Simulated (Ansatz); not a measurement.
# CuBiSeO (P4/nmm): converging the G0W0 gap

Wanted: a G0W0 gap for CuBiSeO (P4/nmm) that is converged in bands and cutoff, or an estimate of the limit.

Main program and level: Ansatz 0.2.0; G0W0 on r2SCAN, plane waves, PAW; PAW set soft_1.

In doubt: one-shot GW on d or f shells is unsure, so the values of those runs are not to be relied on.

### 1. Set-up

The structure is tetragonal, space group P4/nmm (No. 129). The conventional cell has a = 3.922 Å, b = 3.922 Å, c = 8.913 Å, α = 90.00°, β = 90.00°, γ = 90.00°. Nearest to Cu lie 4 Se at 2.50 Å and 4 Cu at 2.77 Å. Nearest to Bi lie 4 O at 2.32 Å and 4 Se at 3.24 Å. Nearest to Se lie 4 Cu at 2.50 Å and 4 Bi at 3.24 Å. Nearest to O lie 4 Bi at 2.32 Å. Farther neighbours and most contacts between anions are not listed.

Geometry: measured lattice cell, ions relaxed with r2SCAN; the structure entry is the Materials Project's. The runs that relaxed it are not among those shown. Spin-orbit coupling is left out unless a step names it.

### 2. 144 empty bands, screening to 60 eV

Now the one-shot GW correction: screening in the RPA, then the self-energy of the levels asked for. This step takes PAW set soft_1 files.

Input file input.yaml:

```yaml
crystal:
  lattice:
    - [3.9221, 0.0, 0.0]
    - [0.0, 3.9221, 0.0]
    - [0.0, 0.0, 8.9133]
  atoms:
    - { symbol: Cu, position: [0.0, 0.0, 0.5] }
    - { symbol: Cu, position: [0.5, 0.5, 0.5] }
    - { symbol: Bi, position: [0.0, 0.5, 0.8600640328] }
    - { symbol: Bi, position: [0.5, 0.0, 0.1399359672] }
    - { symbol: Se, position: [0.5, 0.0, 0.6731283907] }
    - { symbol: Se, position: [0.0, 0.5, 0.3268716093] }
    - { symbol: O, position: [0.5, 0.5, 0.0] }
    - { symbol: O, position: [0.0, 0.0, 0.0] }
kpoints:
  mp_grid: { grid: [4, 4, 2] }
hamiltonian:
  xc: r2scan
  pseudopotentials: { kind: paw, azcp: { folder: soft_1 } }
scf:
  occupations: { method: fixed }
gw:
  n_empty_bands: 144
  ecut_chi: 60
  qp_bands: [v2, c2]
  qp_kpoints: band_edges
  screening: { model: contour_deformation }
```

Started as:

```console
$ ansatz run input.yaml --threads 24 --pin off --max-ram 82944MiB --backend cuda --events-out ev --progress --plain --runs-dir out --devices 1 --max-vram 78GiB
```

Numbers of over 12 decimals in the logs are rounded to 6 here.

What it wrote:

```text
GPUs: using 1 of 1 available (devices: 1).
Engine: ansatz 0.2.0, aarch64-unknown-linux-gnu
Pseudopotentials: kind: paw
Pseudopotential: Cu, paw, valence charge 19, recommended cutoff 500 eV (meta_gga), soft_1/Cu.paw.azcp
Pseudopotential: Bi, paw, valence charge 15, recommended cutoff 500 eV (meta_gga), soft_1/Bi.paw.azcp
Pseudopotential: Se, paw, valence charge 16, recommended cutoff 500 eV (meta_gga), soft_1/Se.paw.azcp
Pseudopotential: O, paw, valence charge 6, recommended cutoff 500 eV (meta_gga), soft_1/O.paw.azcp
Functional definition: r2SCAN
  parameter k0 = 0.174
  parameter k1 = 0.065
  parameter a1 = 4.9479
  exchange = r2scan_x(k0 = k0, k1 = k1, a1 = a1)
  correlation = r2scan_c
[...]
Crystal: 8 atoms, lattice volume = 137.112 Å³
Basis set: ecut = 500 eV, 3465 PW (Γ), exchange–correlation on 120×120×288 points (64 copies of the dense FFT grid, shifted against one another)
Bands: 68, of which v1, the nominal top of the filled ones, is band 56 counted from 1 (55 counted from 0)
Symmetry: 16 space group operations
Space group: P4/nmm (ITA 129), of the structure as read, at distance tolerance 5.2e-5 Å
k-points: 12 of 32
Non-local potential: Cu, projectors of the file, l = 0: 3, l = 1: 2, l = 2: 3, l = 3: 1
Non-local potential: Bi, projectors of the file, l = 0: 2, l = 1: 2, l = 2: 2, l = 3: 1
Non-local potential: Se, projectors of the file, l = 0: 2, l = 1: 2, l = 2: 3, l = 3: 1
Non-local potential: O, projectors of the file, l = 0: 2, l = 1: 2, l = 2: 1
PAW form: soft (Blöchl's): semilocal exchange-correlation on the pseudo side does not see the compensation charge
PAW frozen core: Cu, regenerated for the run's functional (the file was generated under x = pbe(κ = 0.804, μ = 0.219515), c = pbe(β = 0.066725))
PAW frozen core: Bi, regenerated for the run's functional (the file was generated under x = pbe(κ = 0.804, μ = 0.219515), c = pbe(β = 0.066725))
PAW frozen core: Se, regenerated for the run's functional (the file was generated under x = pbe(κ = 0.804, μ = 0.219515), c = pbe(β = 0.066725))
PAW frozen core: O, regenerated for the run's functional (the file was generated under x = pbe(κ = 0.804, μ = 0.219515), c = pbe(β = 0.066725))
PAW one-centre angular grid: Cu, 590 points (default); XC on 160 Gauss nodes
PAW one-centre angular grid: Bi, 590 points (default); XC on 160 Gauss nodes
PAW one-centre angular grid: Se, 590 points (default); XC on 160 Gauss nodes
[...]
Initial density: superposition of atomic densities (chi_scale 0.1, normalization cell, long waves 63 % of neutral atoms (reshape's long-wave potential 1.63 eV rms, cloud 2.68 Å wide))
Initial wavefunctions: pseudopotential atomic-orbital guess
[...]
Functional: x = r2scan, c = r2scan; τ floored in thin density (d = 2e-4 eV/Å³)
SCF iter   1: F=—  HF=-50190.386238 eV  |F-HF|=—  |Δ(HF+E_count)|=         —  Δρ=1.01e-1  dr2=4.84e1  dr2_τ=1.03e-1  ethr=3.10e-3  ⟨swp⟩=4.8  Hψ=2478  notcnv=0  defer=115
preconditioner: auto → Resta (q_TF=auto, 2.638 Å⁻¹)  ε∞=4.1  [insulator: Δε(μ)=0.155 eV  Ē_g=15.585 eV  n_scr=38 (ndim 8)  ℏωp=27.6 eV  f_vac=0.000  ε∞_Penn≈4.1]
SCF iter   2: F=—  HF=-50184.179975 eV  |F-HF|=—  |Δ(HF+E_count)|=    6.21e0  Δρ=8.52e-2  dr2=6.44e0  dr2_τ=5.87e-1  ethr=3.10e-3  ⟨swp⟩=3.2  Hψ=1769  notcnv=0  defer=112
SCF iter   3: F=—  HF=-50183.365807 eV  |F-HF|=—  |Δ(HF+E_count)|=   8.14e-1  Δρ=3.27e-2  dr2=2.62e0  dr2_τ=4.19e-2  ethr=3.10e-3  ⟨swp⟩=2.0  Hψ=1684  notcnv=0  defer=83
SCF iter   4: F=—  HF=-50183.130317 eV  |F-HF|=—  |Δ(HF+E_count)|=   2.35e-1  Δρ=2.16e-2  dr2=5.34e-1  dr2_τ=3.09e-2  ethr=2.34e-3  ⟨swp⟩=2.0  Hψ=1117  notcnv=0  defer=112
SCF iter   5: F=—  HF=-50183.123562 eV  |F-HF|=—  |Δ(HF+E_count)|=   6.75e-3  Δρ=1.08e-2  dr2=9.49e-2  dr2_τ=2.48e-3  ethr=4.76e-4  ⟨swp⟩=2.0  Hψ=1092  notcnv=0  defer=120
SCF iter   6: F=—  HF=-50183.141628 eV  |F-HF|=—  |Δ(HF+E_count)|=   1.81e-2  Δρ=3.64e-3  dr2=2.38e-2  dr2_τ=4.04e-4  ethr=8.47e-5  ⟨swp⟩=2.2  Hψ=1085  notcnv=0  defer=120
[...]
SCF iter  10: F=—  HF=-50183.140519 eV  |F-HF|=—  |Δ(HF+E_count)|=   2.05e-5  Δρ=5.74e-5  dr2=3.80e-6  dr2_τ=6.16e-8  ethr=6.23e-8  ⟨swp⟩=2.0  Hψ=944  notcnv=0  defer=67
[...]
SCF 1 converged in 12 iterations: F = -50183.140519 eV  dr2 = 4.51e-8
[...]
SCF converged after 12 iterations
[...]
--- G₀W₀: contour deformation, 8 samples at zero and on the imaginary axis and 1 off it, 32 q-points, 144 empty bands' worth ---
  eigenvalues of the whole cell's RPA ε∞ on this k-mesh (on a slab, of 1 + 4πα/V) = 11.4564, 19.9222, 19.9222; static W/v taken at q = 0 is 0.057053
  bands read: the sum over 200 bands ends inside a degenerate multiplet in 1 slot, whose members it reads at an even weight; the widest, k=0: bands 200 to 201 (counted from 1) at 1/2 each
  gw.qp_kpoints: band_edges: 10 of 12 stored k-points solved, in 1 pass; an edge of the gap read off the rows below is read off those points alone
    valence top: of the k-points left out ik 8 came nearest to being solved in a further pass, in band 56 (counted from 1, as in the quasiparticle table): it holds the edge there only if its correction is more favourable than any solved in that band by at least 0.932 eV; those differ by 0.165 eV
    conduction bottom: of the k-points left out ik 11 came nearest to being solved in a further pass, in band 58 (counted from 1, as in the quasiparticle table): it holds the edge there only if its correction is more favourable than any solved in that band by at least 1.335 eV; those differ by 0.194 eV
  `?` marks the rows in doubt; gw_qp.tsv's column doubts and the gw_qp event give each row's grounds
    ik  band        ε_KS         Σx   Σc(E_QP)       V_xc       Z   E_QP_lin       E_QP  E_QP is
     0    55     11.8481   -30.9947     4.5513   -26.4093  0.6980    11.8140    11.8141  root
     0    56     11.8481   -30.9947     4.5513   -26.4093  0.6980    11.8140    11.8141  root
     0    57     12.8093   -11.4220    -3.2174   -14.9672  0.7725    13.1463    13.1371  root
     0    58     13.4583   -10.7809    -3.3108   -14.4525  0.7675    13.8315    13.8191  root
     1    55     12.1668   -31.8015     4.6130   -27.1929  0.7030    12.1712    12.1712  root
     1    56     12.1668   -31.8015     4.6130   -27.1929  0.7030    12.1712    12.1712  root
     1    57     12.7858    -9.6906    -3.5192   -13.5600  0.7772    13.1472    13.1361  root
     1    58     12.9063   -15.8924    -2.3411   -18.5212  0.7581    13.2002    13.1940  root
     2    55     11.8531   -32.6106     4.7812   -27.8141  0.6961    11.8377    11.8377  root
     2    56     12.0166   -31.3799     4.5812   -26.7757  0.7012    11.9935    11.9935  root
     2    57     14.0265   -11.7236    -3.3369   -15.5210  0.7614    14.5148    14.4869  root ?
     2    58     14.4486   -10.9180    -3.6777   -15.0559  0.7614    14.9364    14.9087  root ?
     3    55     11.6777   -32.3677     4.8027   -27.5237  0.6924    11.6364    11.6366  root
     3    56     12.1979   -31.7779     4.6155   -27.1677  0.7039    12.2032    12.2032  root
     3    57     14.2009   -10.9376    -3.5102   -14.8980  0.7612    14.6764    14.6511  root
     3    58     14.3928   -13.5077    -3.2024   -17.1842  0.7542    14.8979    14.8669  root ?
     4    55     11.9510   -32.9056     5.0037   -27.8725  0.6960    11.9216    11.9217  root
     4    56     11.9510   -32.9056     5.0037   -27.8725  0.6960    11.9216    11.9217  root
     4    57     14.4679   -11.3649    -3.5157   -15.3531  0.7574    14.9717    14.9403  root ?
     4    58     14.4679   -11.3649    -3.5157   -15.3531  0.7574    14.9717    14.9403  root ?
     5    55     11.9320   -32.7690     4.9858   -27.7505  0.6959    11.8992    11.8992  root
     5    56     11.9320   -32.7690     4.9858   -27.7505  0.6959    11.8992    11.8992  root
     5    57     14.3119   -11.1499    -3.4774   -15.0674  0.7613    14.7755    14.7519  root
     5    58     14.3119   -11.1499    -3.4774   -15.0674  0.7613    14.7755    14.7519  root
     6    55     11.4826   -34.5141     5.5965   -28.8208  0.6805    11.3852    11.3858  root
     6    56     11.8450   -32.8462     4.7532   -28.0693  0.6954    11.8212    11.8213  root
     6    57     13.9346   -12.5395    -3.1632   -16.1088  0.7638    14.3585    14.3406  root
     6    58     14.6530   -12.0502    -3.3390   -15.8256  0.7544    15.1125    15.0893  root
     7    55     11.2929   -36.6241     6.0836   -30.4042  0.6663    11.1553    11.1567  root
     7    56     11.9402   -34.0905     5.0700   -28.9975  0.6934    11.9171    11.9172  root
     7    57     13.7689   -12.0063    -3.0588   -15.3952  0.7663    14.1085    14.0990  root
     7    58     14.8911   -11.2270    -3.6262   -15.3349  0.7530    15.4065    15.3727  root ?
     9    55     11.4878   -39.0628     6.4743   -32.4928  0.6654    11.3916    11.3922  root
     9    56     11.4878   -39.0628     6.4743   -32.4928  0.6654    11.3916    11.3922  root
     9    57     13.8086   -12.8232    -2.8907   -16.0836  0.7617    14.1913    14.1784  root
     9    58     13.8086   -12.8232    -2.8907   -16.0836  0.7617    14.1913    14.1784  root
    10    55     11.0444   -43.6149     7.7133   -35.7419  0.6363    10.8826    10.8847  root
    10    56     11.0444   -43.6149     7.7133   -35.7419  0.6363    10.8826    10.8847  root
    10    57     13.1656   -14.7349    -2.5261   -17.5710  0.7592    13.4832    13.4757  root
    10    58     13.1656   -14.7349    -2.5261   -17.5710  0.7592    13.4832    13.4757  root
```

The job ended after 4.1 s (1 × NVIDIA GB200 (shared by 2 runs) with 24 threads of Arm Neoverse V2, shared host; peak memory 1.7 GiB; 18 s of CPU time).

Numbers from this step:

```
bands summed                                 : 200
RPA ε∞ on this mesh (eigenvalues)            : 11.46, 19.92, 19.92
plane waves in the screening matrix          : 159
q-points in the mesh                         : 32
G0W0 gap on the mesh                         : 0.9329 eV
k of the valence top                         : 0, 0.25, -0.5
k of the conduction bottom                   : 0, 0, -0.5
starting gap on the mesh                     : 0.5878 eV
Z at the valence top                         : 0.7039
Z at the conduction bottom                   : 0.7772
least direct G0W0 gap on the computed points : 0.9649 eV
```

The gap on the mesh goes from 0.59 eV to 0.93 eV, a correction of +0.35 eV. Between the two edge states, bare exchange in place of the xc potential would open the gap by 8.48 eV, and correlation takes back 8.13 eV.

### 3. 409 empty bands, screening to 120 eV

Another rung: the empty bands reach about as high as the screening cutoff, so the two stay in balance.

Edit input.yaml of step 2 so:

```diff
@@ -22,4 +22,4 @@
 gw:
-  n_empty_bands: 144
-  ecut_chi: 60
+  n_empty_bands: 409
+  ecut_chi: 120
   qp_bands: [v2, c2]
```

What it wrote:

```text
GPUs: using 1 of 1 available (devices: 1).
[...]
Crystal: 8 atoms, lattice volume = 137.112 Å³
Basis set: ecut = 500 eV, 3465 PW (Γ), exchange–correlation on 120×120×288 points (64 copies of the dense FFT grid, shifted against one another)
Bands: 68, of which v1, the nominal top of the filled ones, is band 56 counted from 1 (55 counted from 0)
Symmetry: 16 space group operations
[...]
k-points: 12 of 32
[...]
SCF iter   1: F=—  HF=-50190.386238 eV  |F-HF|=—  |Δ(HF+E_count)|=         —  Δρ=1.01e-1  dr2=4.84e1  dr2_τ=1.03e-1  ethr=3.10e-3  ⟨swp⟩=4.8  Hψ=2478  notcnv=0  defer=115
[...]
SCF iter   6: F=—  HF=-50183.141628 eV  |F-HF|=—  |Δ(HF+E_count)|=   1.81e-2  Δρ=3.64e-3  dr2=2.38e-2  dr2_τ=4.04e-4  ethr=8.47e-5  ⟨swp⟩=2.2  Hψ=1085  notcnv=0  defer=120
[...]
SCF iter  10: F=—  HF=-50183.140519 eV  |F-HF|=—  |Δ(HF+E_count)|=   2.05e-5  Δρ=5.74e-5  dr2=3.80e-6  dr2_τ=6.16e-8  ethr=6.23e-8  ⟨swp⟩=2.0  Hψ=944  notcnv=0  defer=67
[...]
SCF 1 converged in 12 iterations: F = -50183.140519 eV  dr2 = 4.51e-8
[...]
SCF converged after 12 iterations
[...]
0    55     11.8481   -30.9947     4.5853   -26.4093  0.6941    11.8481    11.8480  root
     0    56     11.8481   -30.9947     4.5853   -26.4093  0.6941    11.8481    11.8480  root
     0    57     12.8093   -11.4220    -3.4502   -14.9672  0.7698    12.9048    12.9043  root
     0    58     13.4583   -10.7809    -3.5905   -14.4525  0.7656    13.5398    13.5394  root
     1    55     12.1668   -31.8015     4.6332   -27.1929  0.6986    12.1913    12.1914  root
     1    56     12.1668   -31.8015     4.6332   -27.1929  0.6986    12.1913    12.1914  root
     1    57     12.7858    -9.6906    -3.8209   -13.5600  0.7757    12.8344    12.8343  root
     1    58     12.9063   -15.8924    -2.4757   -18.5212  0.7547    13.0608    13.0595  root
[...]
10    55     11.0444   -43.6149     8.0010   -35.7419  0.6323    11.1712    11.1724  root
    10    56     11.0444   -43.6149     8.0010   -35.7419  0.6323    11.1712    11.1724  root
    10    57     13.1656   -14.7349    -2.6814   -17.5710  0.7565    13.3217    13.3204  root
    10    58     13.1656   -14.7349    -2.6814   -17.5710  0.7565    13.3217    13.3204  root
```

It took 12 s on 1 × NVIDIA GB200 (shared by 2 runs) with 24 threads; peak memory 2.4 GiB.

This step gave:

- bands summed: 465
- RPA ε∞ on this mesh (eigenvalues): 11.39, 19.86, 19.86
- plane waves in the screening matrix: 419
- q-points in the mesh: 32
- G0W0 gap on the mesh: 0.6177 eV
- k of the valence top: 0, 0.25, -0.5
- k of the conduction bottom: 0, 0, -0.5
- starting gap on the mesh: 0.5878 eV
- Z at the valence top: 0.6996
- Z at the conduction bottom: 0.7757
- least direct G0W0 gap on the computed points: 0.6429 eV

Against the run with 4×4×2 mesh, 144 empty bands, screening to 60 eV, PAW set soft_1 files, the gap moves by −0.32 eV.

[end of part 1 of 2]

[Paths, hosts, dates, memory and timing lines, banners, echoed tables and standing remarks are left out of the program output.]

[Logs are printed without paths, hosts, clocks, repeated set-up lines and the standing remarks that a program may print on its own settings, such as how far it seeks lower states.]

[Runs of the session that timed out or met a known fault of the program may be left out.]

[Cells called generated may have been cut or substituted from an entry of the Crystallography Open Database or the Materials Project.]

[Hosts, paths, dates, database ids (printed as entryN), source tags and the programs' standing remarks are cut or masked in the printed files.]
